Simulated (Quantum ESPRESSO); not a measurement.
# Nb (Im-3m): pw.x, ph.x and EPW, part 2 of 2

The plan: phonons and Wannier functions of Nb (Im-3m), and, if the interpolated phonons are stable, its coupling and resistivity.

Quantum ESPRESSO 7.5; DFT LDA, scalar-relativistic, plane waves, PseudoDojo 0.4.1 norm-conserving pseudopotentials.

So far. Step 2 (Relaxation): The volume ends at 17.16 Å³ an atom, -6.9 % from the start. Step 3 (Ground state): The Fermi level lies at 18.70 eV and the pressure is -0.053 GPa.

The database entry behind the starting cell differs from other determinations of this structure, so it need not match the best structure at room temperature.

**4. Phonons on the coarse mesh (continued)**

Frequencies at the irreducible wavevectors:

| q1 | q2 | q3 | star | mode 1 (cm⁻¹) | mode 2 (cm⁻¹) | mode 3 (cm⁻¹) |
| --- | --- | --- | --- | --- | --- | --- |
| 0 | 0 | 0 | 1 | -4.7 | -4.7 | -4.7 |
| 0 | 0 | 0.25 | 12 | 64.9 | 97.5 | 141.3 |
| 0 | 0 | -0.5 | 6 | 138.5 | 165.2 | 184.5 |
| 0 | 0.25 | 0.25 | 24 | 122.2 | 123.4 | 204.2 |
| 0.25 | 0.25 | 0.25 | 2 | 175.3 | 175.3 | 175.3 |
| 0.25 | 0.25 | -0.25 | 6 | 108.3 | 108.3 | 207 |
| 0.25 | -0.5 | -0.5 | 12 | 125.3 | 192.1 | 194.3 |
| -0.5 | -0.5 | -0.5 | 1 | 219.7 | 219.7 | 219.7 |

The lowest mode off the zone centre lies at 64.9 cm⁻¹ and the highest of all solved modes at 220 cm⁻¹, so the solved wavevectors are stable. The acoustic modes at the centre lie within 4.7 cm⁻¹ of zero before the sum rule is imposed.

**5. Bands for the check**

Bands on a path, off the coarse mesh, serve later as the test of the Wannier interpolation.

Input file bands.in:

```
 &control
    calculation='bands',
    prefix='x',
    outdir='./tmp',
    pseudo_dir='./pseudo',
    verbosity='high',
 /
 &system
    ibrav=0,
    nat=1,
    ntyp=1,
    ecutwfc=82.0,
    occupations='smearing',
    smearing='mv',
    degauss=0.02,
    nbnd=29,
 /
 &electrons
    conv_thr=1.0d-10,
 /
ATOMIC_SPECIES
 Nb     92.9064  Nb.upf
CELL_PARAMETERS angstrom
    -1.624931000    1.624931000    1.624931000
     1.624931000   -1.624931000    1.624931000
     1.624931000    1.624931000   -1.624931000
ATOMIC_POSITIONS crystal
 Nb     0.000000000   0.000000000   0.000000000
K_POINTS crystal
72
 0.00000000 0.00000000 0.00000000 0.01388889
 0.02941176 -0.02941176 0.02941176 0.01388889
 0.05882353 -0.05882353 0.05882353 0.01388889
 0.08823529 -0.08823529 0.08823529 0.01388889
[the list of k-points goes on]
```

The run is started by

```
$ OMP_NUM_THREADS=1 mpirun -n 8 pw.x -nk 8 -in bands.in > bands.out
```

What it wrote:

```text
[banner, memory and clock lines left out]
[...]
number of Kohn-Sham states=           29
```

Elapsed: 3.4 s, on 8 MPI ranks of Arm Neoverse V2, shared host.

**6. States on the coarse mesh**

Wannier functions need the states on a full uniform k mesh that is a multiple of the q mesh.

Input file nscf.in:

```
 &control
    calculation='nscf',
    prefix='x',
    outdir='./tmp',
    pseudo_dir='./pseudo',
    verbosity='high',
 /
 &system
    ibrav=0,
    nat=1,
    ntyp=1,
    ecutwfc=82.0,
    occupations='smearing',
    smearing='mv',
    degauss=0.02,
    nbnd=29,
 /
 &electrons
    conv_thr=1.0d-11,
 /
ATOMIC_SPECIES
 Nb     92.9064  Nb.upf
CELL_PARAMETERS angstrom
    -1.624931000    1.624931000    1.624931000
     1.624931000   -1.624931000    1.624931000
     1.624931000    1.624931000   -1.624931000
ATOMIC_POSITIONS crystal
 Nb     0.000000000   0.000000000   0.000000000
K_POINTS crystal
512
 0.00000000 0.00000000 0.00000000 0.00195312
 0.00000000 0.00000000 0.12500000 0.00195312
 0.00000000 0.00000000 0.25000000 0.00195312
 0.00000000 0.00000000 0.37500000 0.00195312
[the list of k-points goes on]
```

The run is started by

```
$ OMP_NUM_THREADS=1 mpirun -n 8 pw.x -nk 8 -in nscf.in > nscf.out
```

What it wrote:

```text
[banner, memory and clock lines left out]
[...]
number of Kohn-Sham states=           29
     the Fermi energy is    18.6284 ev
```

Elapsed: 23 s, on 8 MPI ranks; 3 min of CPU time.

Numbers from this step:

```yaml
fermi_energy: 18.63 eV
```

**7. Wannier functions and couplings**

Projections Nb s, p, d start 9 Wannier functions; states up to 2.5 eV over the Fermi level are frozen, and the projected functions are kept without minimising their spreads. Hamiltonian, force constants and couplings go to real space.

Input file epw1.in:

```
--
 &inputepw
    prefix='x',
    outdir='./tmp',
    dvscf_dir='./save',
    elph=.true.,
    etf_mem=1,
    nbndsub=9,
    bands_skipped='exclude_bands = 1-4',
    use_ws=.true.,
    vme='wannier',
    asr_typ='crystal',
    nk1=8,
    nk2=8,
    nk3=8,
    nq1=4,
    nq2=4,
    nq3=4,
    amass(1)=92.9064,
    epwwrite=.true.,
    epwread=.false.,
    wannierize=.true.,
    num_iter=0,
    dis_win_max=58.7,
    dis_froz_max=21.199,
    proj(1)='Nb:s;p;d',
    wdata(1)='dis_num_iter = 600',
    wdata(2)='guiding_centres = .true.',
    wdata(3)='num_print_cycles = 50',
    wdata(4)='dis_mix_ratio = 0.7',
    band_plot=.true.,
    filkf='path.dat',
    filqf='path.dat',
    fsthick=100.0,
    efermi_read=.true.,
    fermi_energy=18.6986,
 /
```

The run is started by

```
$ OMP_NUM_THREADS=1 mpirun -n 8 epw.x -nk 8 -in epw1.in > epw1.out
```

What it wrote:

```text
[the first part of the log is left out]
     Number of WS vectors for phonons       89
     Number of WS vectors for electron-phonon       89
     Maximum number of cores for efficient parallelization       89
     Inside velocity step 1
     Velocity matrix elements calculated
     Writing Hamiltonian, Dynamical matrix and EP vertex in Wann rep to file
     ===================================================================
     Memory usage:  VmHWM =       254Mb
                   VmPeak =       732Mb
     ===================================================================
     Using q-mesh file: path.dat
     WARNING: q-point weigths do not add up to 1 [loadqmesh_serial]
     Size of q point mesh for interpolation:         72
     Using k-mesh file: path.dat
     WARNING: k-point weigths do not add up to 1 [loadkmesh_para]
     Size of k point mesh for interpolation:         72
     Fermi energy coarse grid =  18.628426 eV
     ===================================================================
     Fermi energy is read from the input file: Ef =  18.698600 eV
     ===================================================================
     Skipping    4 occupied bands:
     The Fermi level will be determined with   5.00000 electrons
              ibndmin =     1  ebndmin =    12.735 eV
              ibndmax =     9  ebndmax =    47.634 eV
     Number of ep-matrix elements per pool :         2187 ~=   17.09 Kb (@ 8 bytes/ DP)
     We only need to compute       72 q-points
     ===================================================================
     Memory usage:  VmHWM =       254Mb
                   VmPeak =       732Mb
     ===================================================================
```

Elapsed: 3.7 min, on 8 MPI ranks.

This step gave:

| Quantity | Value |
| --- | --- |
| r.m.s. error of the interpolated bands from 2 eV under to 1 eV over the Fermi level | 7.1 meV |
| largest error in that range | 33.8 meV |
| lowest interpolated frequency on the path | -42.6 cm⁻¹ |

Electronic bands along the path, in eV, zero at the Fermi level; # counts the bands kept:

| point | #1 | #2 | #3 | #4 | #5 | #6 |
| --- | --- | --- | --- | --- | --- | --- |
| Γ | -5.96 | 0.36 | 0.36 | 0.36 | 3.42 | 3.42 |
| 0.53 of the way | -2.30 | -1.52 | 1.21 | 1.21 | 2.90 | 5.15 |
| H | -3.99 | -3.99 | 6.00 | 6.00 | 6.00 | 9.55 |
| halfway | -2.92 | -1.87 | 0.87 | 1.85 | 6.40 | 8.54 |
| N | -3.90 | -1.79 | 2.63 | 3.49 | 4.21 | 6.84 |
| halfway | -3.98 | -0.85 | -0.07 | 2.85 | 2.89 | 3.59 |
| Γ | -5.96 | 0.36 | 0.36 | 0.36 | 3.42 | 3.42 |
| 0.47 of the way | -3.21 | -1.08 | -1.08 | 3.40 | 3.40 | 4.42 |
| P | -1.07 | -1.07 | -1.07 | 4.36 | 4.36 | 9.93 |
| 0.47 of the way | -1.64 | -1.45 | -1.45 | 3.99 | 3.99 | 10.96 |
| H | -3.99 | -3.99 | 6.00 | 6.00 | 6.00 | 9.55 |

The same for Wannier interpolation:

```csv
point,#1,#2,#3,#4,#5,#6
Γ,-5.96,0.36,0.36,0.36,3.82,3.82
H,-3.99,-3.99,6.00,6.00,6.00,12.21
N,-3.90,-1.79,2.65,3.60,4.45,6.84
Γ,-5.96,0.36,0.36,0.36,3.82,3.82
P,-1.07,-1.07,-1.07,4.36,4.36,9.93
H,-3.99,-3.99,6.00,6.00,6.00,12.21
```

The first set of electronic bands as a text plot (rows in eV, shown from -6.0 to 8.0 only):

```
    7.7 |                                        *
    7.1 |          *        *
    6.5 |         *       *******               *
    6.0 |        *   *****       *                              *
    5.4 |       *   *  *      *   *            *              ***
    4.8 |    ***   *           *                             *
    4.2 |   *    ** *   *       ****              ***********  *
    3.6 |***       *    *       ***********   ****
    3.1 |**     * *      *    **   ******  ****               *
    2.5 |  *   *         **  *  *            *
    1.9 |   * *  *        ***  * *   *      *                *
    1.3 |    *  *             *   *   *
    0.7 | ******           * *     *   *  **
    0.1 |****                       ********
   -0.4 |     *             *        **     **     *   **   *
   -1.0 |      *             *      *         **  * ***  * *
   -1.6 |       *          *  ******            ****  *   **
   -2.2 |       **                              *      ***  *
   -2.8 |      * ***     ***                   *
   -3.3 |     *    **   *** **                               **
   -3.9 |    *       ***      *******         *                **
   -4.5 |                            *       *
   -5.1 |  **                         **    *
   -5.7 |**                             ****
         Γ            H         N        Γ           P          H
```

The phonon branches at the labelled points (cm⁻¹):

| point | branch 1 | branch 2 | branch 3 |
| --- | --- | --- | --- |
| Γ | 0 | 0 | 0 |
| 0.53 of the way | 122 | 122 | 204 |
| H | 220 | 220 | 220 |
| halfway | 125 | 192 | 194 |
| N | 139 | 165 | 184 |
| halfway | 65 | 98 | 141 |
| Γ | 0 | 0 | 0 |
| 0.47 of the way | 71 | 71 | 174 |
| P | 175 | 175 | 175 |
| 0.47 of the way | 114 | 181 | 181 |
| H | 220 | 220 | 220 |

The phonon branches as a text plot (rows in cm⁻¹):

```
    214 |           *****                        **           ***
    203 |     ***  *     **                     *  *         * *
    192 |    *    * *   * **                   *    *       * *
    182 |        ***        ******                    ******
    171 |        *       *   ***  **                **       *
    160 |                       *                  *
    149 |                 *      *            *       *
    138 |   *                  **** *                  *
    127 |       *          *  *   *  *       *    *     **  *
    116 |                   **     *             *        **
    105 |  *                          *     *
     94 |      *                    *           *
     83 |                            * *       *
     72 | *                           *
     61 |     *                     *         *
     50 |                              *   * *
     39 |*                                  *
     28 |                            *  * *
     18 |    *                          *  *
      7 |                                 *
     -4 |                                *
    -15 |*                              *
    -26 | *                           *
    -37 |  **                          *
         Γ            H         N        Γ           P          H
```

Near the Fermi level the interpolated bands miss those of pw.x by 7 meV r.m.s. and 34 meV at most, small against the features of the Fermi surface. The interpolated phonons go imaginary on the path, to 42.6i cm⁻¹.

**8. Summary of results**

- lowest solved frequency off the zone centre: 64.9 cm⁻¹
- lowest interpolated frequency on the path: -42.6 cm⁻¹
- band error of the Wannier functions: 7 meV r.m.s.

What this shows: Step 7: Of the bands kept, 2 cross the Fermi level on this path. Step 7: On this path the spectrum ends at 220 cm⁻¹ (at H). Step 7: A branch goes imaginary (drawn negative), down to -42.6 cm⁻¹ between Γ and H, between computed points or near Γ, where interpolation can make such dips. Off the zone centre all modes solved on the 4×4×4 mesh are real, but the Fourier interpolation between them turns a branch imaginary, down to 42.6i cm⁻¹. Force constants of long range, as near Kohn anomalies, are cut off by so coarse a mesh; a finer q mesh is needed before couplings can be summed, so the chain stops without λ or ρ.

[Long decimals in the printed logs are rounded to 6 places.]

[The logs of pw.x and epw.x are selected lines.]

[Logs are printed without paths, hosts, clocks, repeated set-up lines and the standing remarks that a program may print on its own settings, such as how far it seeks lower states.]

[Hosts, paths, dates, database ids (printed as entryN), source tags and the programs' standing remarks are cut or masked in the printed files.]

[Where an α²F curve comes without its own λ, its integral differs from the program's λ by over 10 % or holds noise near zero frequency.]
